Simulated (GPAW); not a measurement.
Records of electronic-structure calculations.

```
! title: A GW chain in GPAW: MoS2 (P6_3/mmc)
! method: DFT, LDA, plane waves, PAW (and 1 further level or step)
! program: GPAW 26.7.0
! settings of one run: cutoff 450 eV, GPAW PAW setups 1.2.1 data release, 6×6×2 k-mesh, nbands 698
! cost: 4 runs, 9.1 min in all on 4 MPI ranks of Arm Neoverse V2, shared host (the runs of this entry)
! notes: The database entry behind the starting cell differs from later determinations by our own check (about 0.3 % long). The cell and positions come from the Crystallography Open Database and are kept as given unless a step says otherwise. Limits: no spin-orbit coupling. Bands and cutoff are finite, so the gap is not at the basis limit. The miss can reach some tenths of an eV and take either sign; the mesh is an error of its own. The 6×6×2 mesh is coarse for this cell, which bears on the long-range parts of exchange and screening.
! LDA gap: 0.81 eV, indirect
! G0W0 gap on the mesh: 1.21 eV
! GW settings: 6×6×2 mesh, 319 bands, screening to 120 eV, Godby-Needs plasmon pole
! known limits: not at the basis limit; no spin-orbit coupling; coarse k mesh
CELL_PARAMETERS angstrom
3.16900 0.00000 0.00000
-1.58450 2.74443 0.00000
0.00000 0.00000 12.32400
ATOMIC_POSITIONS crystal
Mo 0.33333 0.66667 0.25000
Mo 0.66667 0.33333 0.75000
S 0.33333 0.66667 0.62300
S 0.66667 0.33333 0.12300
S 0.33333 0.66667 0.87700
S 0.66667 0.33333 0.37700
```

[Paths, hosts, dates, memory and timing lines, banners, echoed tables and standing remarks are left out of the program output.]

[Logs are printed without paths, hosts, clocks, repeated set-up lines and the standing remarks that a program may print on its own settings, such as how far it seeks lower states.]

[Runs of the session that timed out or met a known fault of the program may be left out.]

[Hosts, paths, dates, database ids (printed as entryN), source tags and the programs' standing remarks are cut or masked in the printed files.]
